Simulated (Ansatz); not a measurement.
# Ta2NF2 monolayer: from the cell to its phonons, part 2 of 3

Wanted: phonon frequencies of Ta2NF2 monolayer and what follows from them.

Ansatz 0.2.0; DFT PBEsol, scalar-relativistic, plane waves, PAW.

So far. Step 2 (Rough relaxation): The program solves this slab on a cell height of its own, 33.2 Å, in place of the one typed.

## Step 4: Tight relaxation

Phonons need a cell at rest on their own settings, so the relaxation is repeated with tight tolerances on forces and stress, using the mesh and the filling of the phonon run that follows.

The input, input.yaml:

```yaml
crystal:
  lattice:
    - [3.2562017135, 0.0, 0.0]
    - [-1.6281008568, 2.8199534037, 0.0]
    - [0.0, 0.0, 33.2]
  atoms:
    - { symbol: "N", position: [0.0, 0.0, 0.3012048193] }
    - { symbol: Ta, position: [0.3333333333, 0.6666666667, 0.3310612819] }
    - { symbol: Ta, position: [0.6666666667, 0.3333333333, 0.2713483567] }
    - { symbol: F, position: [0.6666666667, 0.3333333333, 0.3706883769] }
    - { symbol: F, position: [0.3333333333, 0.6666666667, 0.2317212616] }
  periodic: [true, true, false]
kpoints:
  mp_grid: { grid: [12, 12, 1] }
hamiltonian:
  xc: pbesol
scf:
  occupations: { method: methfessel_paxton, width: 0.15 }
output:
  forces: true
  stress: true
  eigenvalues: true
  write_density: true
  write_potential: true
  elf: true
  volumetric_format: npy
relax:
  adjacent_minimum: "off"
  f_tol: 0.001
  max_steps: 60
  cell: { stress_2d_tol: 0.002 }
```

Started as:

```sh
> ansatz run input.yaml --threads 8 --pin off --max-ram 14336MiB --backend cpu --events-out ev --progress --plain --runs-dir out
```

Numbers of over 12 decimals in the logs are rounded to 6 here.

What it wrote:

```text
[...]
Crystal: 5 atoms, lattice volume = 304.854 Å³
Basis set: ecut = 420 eV, 6063 PW (Γ), exchange–correlation on 48×48×450 points (8 copies of the dense FFT grid, shifted against one another)
Bands: 28, of which v1, the nominal top of the filled ones, is band 23 counted from 1 (22 counted from 0)
Symmetry: 12 space group operations
[...]
k-points: 19 of 144
[...]
cell:  # Å, volume = 304.6300 Å³
    - [3.255007, 2.885694748644915e-11, 0]
    - [-1.627504, 2.818919, 0]
    - [0, 0, 33.2]
  atoms:
    - { symbol: N, position: [0, 0, 0.30120481928] }
    - { symbol: Ta, position: [0.333333, 0.666667, 0.331079] }
    - { symbol: Ta, position: [0.666667, 0.333333, 0.271331] }
    - { symbol: F, position: [0.666667, 0.333333, 0.370734] }
    - { symbol: F, position: [0.333333, 0.666667, 0.231676] }
[key lines of the parts left out:]
SCF converged after 10 iterations
Free energy (F): -21594.749311 eV
Fermi energy:    -3.439904 eV
P = ½ c Tr σ = -0.0002 N/m
```

Run time: 12 s. Hardware: 8 threads of Arm Neoverse V2, shared host; peak memory 0.91 GiB.

Little changed from the start: no atom moved by 0.005 Å and no cell edge by 0.1 %.

Numbers from this step:

```
area per atom : 1.835 Å²
```

ELF in the ac plane at fractional y = 0.333, with atoms of Ta and F within 0.2 Å of it. It is the smooth field of the valence electrons, not physical close to the nuclei.

Ten even steps from '_' (0.00) to '@' (0.67), each cell a mean:
```
__________________________________
__________________________________
__________________________________
__________________________________
__________________________________
__________________________________
__________________________________
__________________________________
__________________________________
__________________________________
__________________________________
__________________________________
__________________________________
__________________________________
::________..--++%%@@@@@@@@@@%%##++
::::------::::==**############++--
====++++====----====++++++++==----
::::----::::::++%%@@%%****%%@@%%==
--==++**++==::......::::::::......
__________________________________
__________________________________
__________________________________
__________________________________
__________________________________
```
Columns run along a (3.3 Å), rows up along c (33.2 Å). Atoms in or near the plane, at fractional coordinates: Ta at (0.67, 0.27), F at (0.67, 0.37).

Valence density in the ac plane at fractional y = 0.333, with atoms of Ta and F within 0.2 Å of it. It is the smooth field of the valence electrons, not physical close to the nuclei.

Values in units of 1e0 e/Å³, 24 rows by 14 columns, each cell a mean:
```
0.0 0.0 0.0 0.0 0.0 0.0 0.0 0.0 0.0 0.0 0.0 0.0 0.0 0.0
0.0 0.0 0.0 0.0 0.0 0.0 0.0 0.0 0.0 0.0 0.0 0.0 0.0 0.0
0.0 0.0 0.0 0.0 0.0 0.0 0.0 0.0 0.0 0.0 0.0 0.0 0.0 0.0
0.0 0.0 0.0 0.0 0.0 0.0 0.0 0.0 0.0 0.0 0.0 0.0 0.0 0.0
0.0 0.0 0.0 0.0 0.0 0.0 0.0 0.0 0.0 0.0 0.0 0.0 0.0 0.0
0.0 0.0 0.0 0.0 0.0 0.0 0.0 0.0 0.0 0.0 0.0 0.0 0.0 0.0
0.0 0.0 0.0 0.0 0.0 0.0 0.0 0.0 0.0 0.0 0.0 0.0 0.0 0.0
0.0 0.0 0.0 0.0 0.0 0.0 0.0 0.0 0.0 0.0 0.0 0.0 0.0 0.0
0.0 0.0 0.0 0.0 0.0 0.0 0.0 0.0 0.0 0.0 0.0 0.0 0.0 0.0
0.0 0.0 0.0 0.0 0.0 0.0 0.0 0.0 0.0 0.0 0.0 0.0 0.0 0.0
0.0 0.0 0.0 0.0 0.0 0.0 0.0 0.0 0.0 0.0 0.0 0.0 0.0 0.0
0.0 0.0 0.0 0.0 0.0 0.0 0.0 0.0 0.0 0.0 0.0 0.0 0.0 0.0
0.0 0.0 0.0 0.0 0.0 0.0 0.0 0.0 0.0 0.0 0.0 0.0 0.0 0.0
0.0 0.0 0.0 0.0 0.0 0.0 0.0 0.0 0.0 0.0 0.0 0.0 0.0 0.0
0.1 0.0 0.0 0.0 0.0 0.1 0.3 0.9 2.1 3.3 2.8 1.5 0.6 0.2
0.3 0.3 0.4 0.4 0.3 0.3 0.5 1.2 2.7 4.0 3.5 1.9 0.8 0.4
0.5 0.6 0.7 0.6 0.5 0.4 0.4 0.5 0.7 0.8 0.8 0.6 0.5 0.4
0.4 0.3 0.3 0.3 0.3 0.6 1.4 2.8 3.7 3.8 3.8 3.4 2.1 0.9
0.1 0.2 0.2 0.2 0.2 0.1 0.1 0.1 0.2 0.3 0.2 0.2 0.1 0.1
0.0 0.0 0.0 0.0 0.0 0.0 0.0 0.0 0.0 0.0 0.0 0.0 0.0 0.0
0.0 0.0 0.0 0.0 0.0 0.0 0.0 0.0 0.0 0.0 0.0 0.0 0.0 0.0
0.0 0.0 0.0 0.0 0.0 0.0 0.0 0.0 0.0 0.0 0.0 0.0 0.0 0.0
0.0 0.0 0.0 0.0 0.0 0.0 0.0 0.0 0.0 0.0 0.0 0.0 0.0 0.0
0.0 0.0 0.0 0.0 0.0 0.0 0.0 0.0 0.0 0.0 0.0 0.0 0.0 0.0
```
Columns run along a (3.3 Å), rows up along c (33.2 Å). Atoms in or near the plane, at fractional coordinates: Ta at (0.67, 0.27), F at (0.67, 0.37).

Electrostatic potential energy in the ac plane at fractional y = 0.333, with atoms of Ta and F within 0.2 Å of it. With pseudopotentials it is smooth inside the atoms' cores, unlike the true potential.

Ten even steps from '_' (-31 eV) to '@' (0 eV), each cell a mean:
```
@@@@@@@@@@@@@@@@@@@@@@@@@@@@@@@@@@
@@@@@@@@@@@@@@@@@@@@@@@@@@@@@@@@@@
@@@@@@@@@@@@@@@@@@@@@@@@@@@@@@@@@@
@@@@@@@@@@@@@@@@@@@@@@@@@@@@@@@@@@
@@@@@@@@@@@@@@@@@@@@@@@@@@@@@@@@@@
@@@@@@@@@@@@@@@@@@@@@@@@@@@@@@@@@@
@@@@@@@@@@@@@@@@@@@@@@@@@@@@@@@@@@
@@@@@@@@@@@@@@@@@@@@@@@@@@@@@@@@@@
@@@@@@@@@@@@@@@@@@@@@@@@@@@@@@@@@@
@@@@@@@@@@@@@@@@@@@@@@@@@@@@@@@@@@
@@@@@@@@@@@@@@@@@@@@@@@@@@@@@@@@@@
@@@@@@@@@@@@@@@@@@@@@@@@@@@@@@@@@@
@@@@@@@@@@@@@@@@@@@@@@@@@@@@@@@@@@
@@@@@@@@@@@@@@@@@@@@@@@@@@@@@@@@@@
@@@@@@@@@@@@@@@@%%**++++++++**%%@@
****++++++****##**==========++####
**++++++++********++++++++++******
++##%%%%####==..________________::
%%@@@@@@@@@@%%%%%%############%%%%
@@@@@@@@@@@@@@@@@@@@@@@@@@@@@@@@@@
@@@@@@@@@@@@@@@@@@@@@@@@@@@@@@@@@@
@@@@@@@@@@@@@@@@@@@@@@@@@@@@@@@@@@
@@@@@@@@@@@@@@@@@@@@@@@@@@@@@@@@@@
@@@@@@@@@@@@@@@@@@@@@@@@@@@@@@@@@@
```
Columns run along a (3.3 Å; values clipped at the 3rd and 97th percentile), rows up along c (33.2 Å). Atoms in or near the plane, at fractional coordinates: Ta at (0.67, 0.27), F at (0.67, 0.37).

The largest force component left is 0.012 meV/Å, within the tolerances set.

## Step 5: Modes at Γ

The zone centre comes first: it holds the modes that light can see, as far as symmetry allows. No field response is asked, since the mesh shows no gap.

The input, input.yaml:

```yaml
crystal:
  lattice:
    - [3.2550074214, 0.0, 0.0]
    - [-1.6275037107, 2.8189191164, 0.0]
    - [0.0, 0.0, 33.2]
  atoms:
    - { symbol: "N", position: [0.0, 0.0, 0.3012048193] }
    - { symbol: Ta, position: [0.3333333333, 0.6666666667, 0.3310790105] }
    - { symbol: Ta, position: [0.6666666667, 0.3333333333, 0.2713306281] }
    - { symbol: F, position: [0.6666666667, 0.3333333333, 0.3707335699] }
    - { symbol: F, position: [0.3333333333, 0.6666666667, 0.2316760686] }
  periodic: [true, true, false]
kpoints:
  mp_grid: { grid: [12, 12, 1] }
hamiltonian:
  xc: pbesol
scf:
  occupations: { method: methfessel_paxton, width: 0.15 }
output:
  eigenvalues: true
phonons:
  method: dfpt
```

What it wrote:

```text
Warning: crystal.symmetry: narrowed to the stabiliser of the run's FFT grids — unitary ops 12 → 6. A phonons.method: dfpt run fills in the rows of the dynamical matrix that it does not solve by its symmetry operations, which is exact only for operations that map its FFT grids onto themselves: filled in by any other, the frequencies could depend on the order in which like atoms are typed, or, by more than the grids' own error, on where the crystal sits among the grids' points. Excluded: 6 operations. The run can therefore solve more perturbations, solve them on more k-points, or both, and cost more. [rest of the remark cut]
[...]
Crystal: 5 atoms, lattice volume = 304.630 Å³
Basis set: ecut = 420 eV, 6063 PW (Γ), exchange–correlation on 48×48×450 points (8 copies of the dense FFT grid, shifted against one another)
Bands: 28, of which v1, the nominal top of the filled ones, is band 23 counted from 1 (22 counted from 0)
Symmetry: 12 space group operations
k-points: 43 of 144 (irreducible under 2 space group operations, time reversal used)
[...]
SCF iter   1: F=—  HF=-21594.792018 eV  |F-HF|=—  |Δ(HF+E_count)|=         —  Δρ=7.79e-3  dr2=1.92e-1  ethr=1.77e-3  ⟨swp⟩=11.5  Hψ=8805  notcnv=0
[...]
SCF iter  10: F=-21594.749311 eV  HF=-21594.749311 eV  |F-HF|=2.26e-10  |Δ(HF+E_count)|=  1.78e-10  S|Δr|=    0.00e0  Δρ=2.28e-8  dr2=6.04e-13  ethr=1.00e-12  ⟨swp⟩=21.3  Hψ=10479  notcnv=0
SCF 1 converged in 10 iterations: F = -21594.749311 eV  dr2 = 6.04e-13
[...]
DFPT response loops at Γ: preconditioner auto → none (partly filled bands, converged f_vac=0.786); β = 0.50; Broyden in place of MSR1
SCF converged after 10 iterations
[...]
Free energy (F): -21594.749311 eV
[...]
Internal energy: -21594.750456 eV  (E = F + TS)
E sigma→0 (E₀):  -21594.749598 eV
Entropy (-TS):   0.001145 eV (0.229 meV/atom)
Fermi energy:    -3.439903 eV
[...]
--- Band table (eV; the first three rows and the last of 43) ---
  k-point 0: bands = [... 19 lower, -10.0516, -5.9646, -5.9646, -4.1415, -3.6194, -2.4009, -1.8686, -1.8686, ... 1 higher]
  k-point 1: bands = [... 19 lower, -10.0191, -6.1423, -5.8193, -3.9687, -3.2699, -2.6004, -2.3293, -1.8814, ... 1 higher]
  k-point 2: bands = [... 19 lower, -9.9984, -6.4958, -5.4116, -3.8626, -2.7952, -2.6275, -2.3589, -1.8292, ... 1 higher]
  k-point 42: bands = [... 19 lower, -10.1388, -6.1314, -5.5316, -3.3011, -1.7068, -1.6293, -1.1057, -0.7860, ... 1 higher]
--- Phonons (Γ-DFPT): 10 representative perturbations + reference, on 43 of 144 k-points (Σ response iterations 49) ---
  ASR residual: 3.174e-5 → 0.000e0 eV/Å²; symmetrization residual: 6.769e-6 eV/Å²
  The last average, over the group as it would stand without the narrowing to the FFT grids, took up to 3.818e-6 eV/Å² of the zone centre's force constants
  ASR residual per site (eV/Å²): 3.17e-5 2.53e-5 1.80e-5 1.80e-5 2.85e-5
  Γ frequencies (cm⁻¹): 0.00 0.00 0.00 122.42 122.42 192.90 192.90 212.17 212.17 235.06 350.83 373.72 437.30 648.44 648.44
  non-analytic LO–TO correction: not included (Born effective charges unavailable; polar crystals: no LO–TO splitting at Γ)
```

Elapsed: 58 s, on 8 threads; peak memory 1.7 GiB.

The column dr2 measures how far the density is from self-consistency, as an energy; F and HF (Harris–Foulkes) agree once it is small.

This step gave:

```
sum-rule residual before enforcement                    : 3.17e-5 eV/Å²
point group                                             : -3m
highest optical mode at the zone centre (no LO-TO term) : 648.4 cm⁻¹
lowest optical zone-centre mode                         : 122.4 cm⁻¹
```

Patterns of degenerate modes are one choice out of their space. The modes at Γ (shares of kinetic energy by element, %):

```csv
mode,frequency (cm⁻¹),symmetry,N %,Ta %,F %
1,0.0,acoustic,3,87,9
2,0.0,acoustic,3,87,9
3,0.0,acoustic,3,87,9
4,122.4,Eg,0,76,24
5,122.4,Eg,0,76,24
6,192.9,Eu,0,9,91
7,192.9,Eu,0,9,91
8,212.2,Eg,0,24,76
9,212.2,Eg,0,24,76
10,235.1,A1g,0,80,20
11,350.8,A2u,11,12,77
12,373.7,A1g,0,20,80
13,437.3,A2u,86,0,14
14,648.4,Eu,97,3,0
15,648.4,Eu,97,3,0
```

Displacements in mode 5 (122.4 cm⁻¹), the largest set to 1:
```
N1   0.00  0.00  0.00
Ta2  0.58 -0.11  0.00
Ta3 -0.58  0.11  0.00
F4   1.00 -0.18  0.00
F5  -1.00  0.18  0.00
```

Displacements in mode 11 (350.8 cm⁻¹), the largest set to 1:
```
N1   0.00  0.00  0.62
Ta2  0.00  0.00 -0.13
Ta3  0.00  0.00 -0.13
F4   0.00  0.00  1.00
F5   0.00  0.00  1.00
```

Before it was imposed, the acoustic sum rule was missed by 3.2e-5 eV/Å². Small misses are needed for a sound result but don't prove that mesh and cutoff are converged. The lowest optical mode is real, 122 cm⁻¹.

(Continued in part 3 of 3.)

[Logs are printed without paths, hosts, clocks, repeated set-up lines and the standing remarks that a program may print on its own settings, such as how far it seeks lower states.]

[Hosts, paths, dates, database ids (printed as entryN), source tags and the programs' standing remarks are cut or masked in the printed files.]
